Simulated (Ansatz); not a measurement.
Planning a run of Ansatz 0.2.0 on ZnSeO3 (Pnma). The input:

```yaml
crystal:
  lattice:
    - [6.004009, 0.0, 0.0]
    - [0.0, 7.810489, 0.0]
    - [0.0, 0.0, 5.135797]
  atoms:
    - { symbol: Zn, position: [0.0, 0.5, 0.5] }
    - { symbol: Zn, position: [0.5, 0.5, 0.0] }
    - { symbol: Zn, position: [0.5, 0.0, 0.0] }
    - { symbol: Zn, position: [0.0, 0.0, 0.5] }
    - { symbol: Se, position: [0.9617710496, 0.75, 0.0127346654] }
    - { symbol: Se, position: [0.5382289504, 0.25, 0.5127346654] }
    - { symbol: Se, position: [0.4617710496, 0.75, 0.4872653346] }
    - { symbol: Se, position: [0.0382289504, 0.25, 0.9872653346] }
    - { symbol: O, position: [0.1956463275, 0.4206104718, 0.875477039] }
    - { symbol: O, position: [0.3043536725, 0.5793895282, 0.375477039] }
    - { symbol: O, position: [0.6956463275, 0.0793895282, 0.624522961] }
    - { symbol: O, position: [0.8043536725, 0.9206104718, 0.124522961] }
    - { symbol: O, position: [0.8043536725, 0.5793895282, 0.124522961] }
    - { symbol: O, position: [0.6956463275, 0.4206104718, 0.624522961] }
    - { symbol: O, position: [0.3043536725, 0.9206104718, 0.375477039] }
    - { symbol: O, position: [0.1956463275, 0.0793895282, 0.875477039] }
    - { symbol: O, position: [0.0773988991, 0.25, 0.3192540354] }
    - { symbol: O, position: [0.4226011009, 0.75, 0.8192540354] }
    - { symbol: O, position: [0.5773988991, 0.25, 0.1807459646] }
    - { symbol: O, position: [0.9226011009, 0.75, 0.6807459646] }
kpoints:
  mp_grid: { grid: [4, 2, 4] }
hamiltonian:
  xc: r2scan
  pseudopotentials: { kind: paw, source: ansatz }
scf:
  occupations: { method: fixed }
gw:
  n_empty_bands: 718
  ecut_chi: 120.0
  qp_bands: [v4, c4]
  qp_kpoints: band_edges
  screening: { model: contour_deformation }
```

```sh
ansatz run input.yaml --threads 16 --pin off --max-ram 82944MiB --backend cuda --events-out ev --progress --plain --runs-dir out --devices 1 --max-vram 78GiB
```

How long will it take on 1 × NVIDIA GB200 (shared by 2 runs) with 16 threads of Arm Neoverse V2, shared host, and how much memory?

It took 2.4 min; on shared hardware allow 72 s to 4.8 min. Peak host memory was 12 GiB. The sizes that set the cost: 18633 plane waves a state, 18 irreducible k points, 826 bands summed, 727 plane waves in the screening and 10 SCF cycles.

The screening grows as filled bands × empty bands × pairs of k points, times the square of the screening basis for the matrix.

[Paths, hosts, dates, memory and timing lines, banners, echoed tables and standing remarks are left out of the program output.]

[Logs are printed without paths, hosts, clocks, repeated set-up lines and the standing remarks that a program may print on its own settings, such as how far it seeks lower states.]

[Runs of the session that timed out or met a known fault of the program may be left out.]

[Cells called generated may have been cut or substituted from an entry of the Crystallography Open Database or the Materials Project.]

[Hosts, paths, dates, database ids (printed as entryN), source tags and the programs' standing remarks are cut or masked in the printed files.]
